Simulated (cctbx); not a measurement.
# Diagnosing a refinement

Cell a = 5.3010 Å, b = 5.3010 Å, c = 12.8960 Å, α = 90.00°, β = 90.00°, γ = 120.00°; space group R-3m (no. 166). The compound is BiRu2.

The data are simulated with cctbx, not measured: Cu Kα, λ = 1.54184 Å, to d = 0.8 Å, 70 % of the full sphere, strongest reflection 5000 counts, noise from counting, a 6 % proportional error and a noise floor of 15 counts (s.d.); no absorption.

An isotropic refinement with weights 1/σ² prints:

```text
Rint 0.054, 99 unique reflections to 0.81 A
cycle     R1     wR2    GooF  max shift (A)
   1  0.4416  0.7943  19.775   0.19763
   3  0.0170  0.0400   0.997   0.00000
final R1 0.0170 wR2 0.0400 GooF 0.997  parameters 4  data/parameter 24.8
atom        x        y        z      Ueq    occ   su(xyz)  su(Uiso or U11)
Bi1    0.33333  0.66667  0.29269   0.0110  1.000  0.00007  0.0003
Ru1    0.83333  0.16667  0.16667   0.0112  1.000  0.00000  0.0003
Ru2    0.00000  0.00000  0.00000   0.0195  1.000  0.00000  0.0006
difference map: max 4.81 min -2.05 rms 0.66
Q1    0.0000  0.0000  0.2094    6    4.82  1.63 A from Ru1
Q2    0.0000  0.0000  0.2900    6    3.13  1.08 A from Bi1
Q3    0.0288  0.5144  0.9632   18    2.64  1.66 A from Bi1
Q4    0.1154  0.2308  0.8061   18    2.14  0.59 A from Ru1
Q5    0.0000  0.0000  0.5000    3    2.05  1.63 A from Bi1
Q6    0.0882  0.1765  0.2589   18    1.83  1.69 A from Bi1
```

**Question.** Can this result stand? If not, what is the likely fault?

It can stand. The set-up had a fault (start far from the minimum), but the refinement still reached the right minimum: R1 = 0.0170, wR2 = 0.0400, GooF = 1.00 against R1 = 0.0170, wR2 = 0.0400, GooF = 1.00 for the right model.

The compound is BiRu2. The right model at the same level gives:

```text
Rint 0.054, 99 unique reflections to 0.81 A
cycle     R1     wR2    GooF  max shift (A)
   1  0.0981  0.2087   5.195   0.03362
   2  0.0170  0.0400   0.997   0.00000
final R1 0.0170 wR2 0.0400 GooF 0.997  parameters 4  data/parameter 24.8
atom        x        y        z      Ueq    occ   su(xyz)  su(Uiso or U11)
Bi1    0.33333  0.66667  0.29269   0.0110  1.000  0.00007  0.0003
Ru1    0.83333  0.16667  0.16667   0.0112  1.000  0.00000  0.0003
Ru2    0.00000  0.00000  0.00000   0.0195  1.000  0.00000  0.0006
difference map: max 4.81 min -2.05 rms 0.66
Q1    0.0000  0.0000  0.2094    6    4.82  1.63 A from Ru1
Q2    0.0000  0.0000  0.2900    6    3.13  1.08 A from Bi1
Q3    0.0288  0.5144  0.9632   18    2.64  1.66 A from Bi1
Q4    0.1154  0.2308  0.8061   18    2.14  0.59 A from Ru1
Q5    0.0000  0.0000  0.5000    3    2.05  1.63 A from Bi1
Q6    0.0882  0.1765  0.2589   18    1.83  1.69 A from Bi1
```

The model was made for the exercise: a known structure type with other elements put in, its volume estimated, not relaxed; displacement parameters are assumed.

[Middle refinement cycles are left out of these outputs.]

[Logs are printed without paths, hosts, clocks, repeated set-up lines and the standing remarks that a program may print on its own settings, such as how far it seeks lower states.]
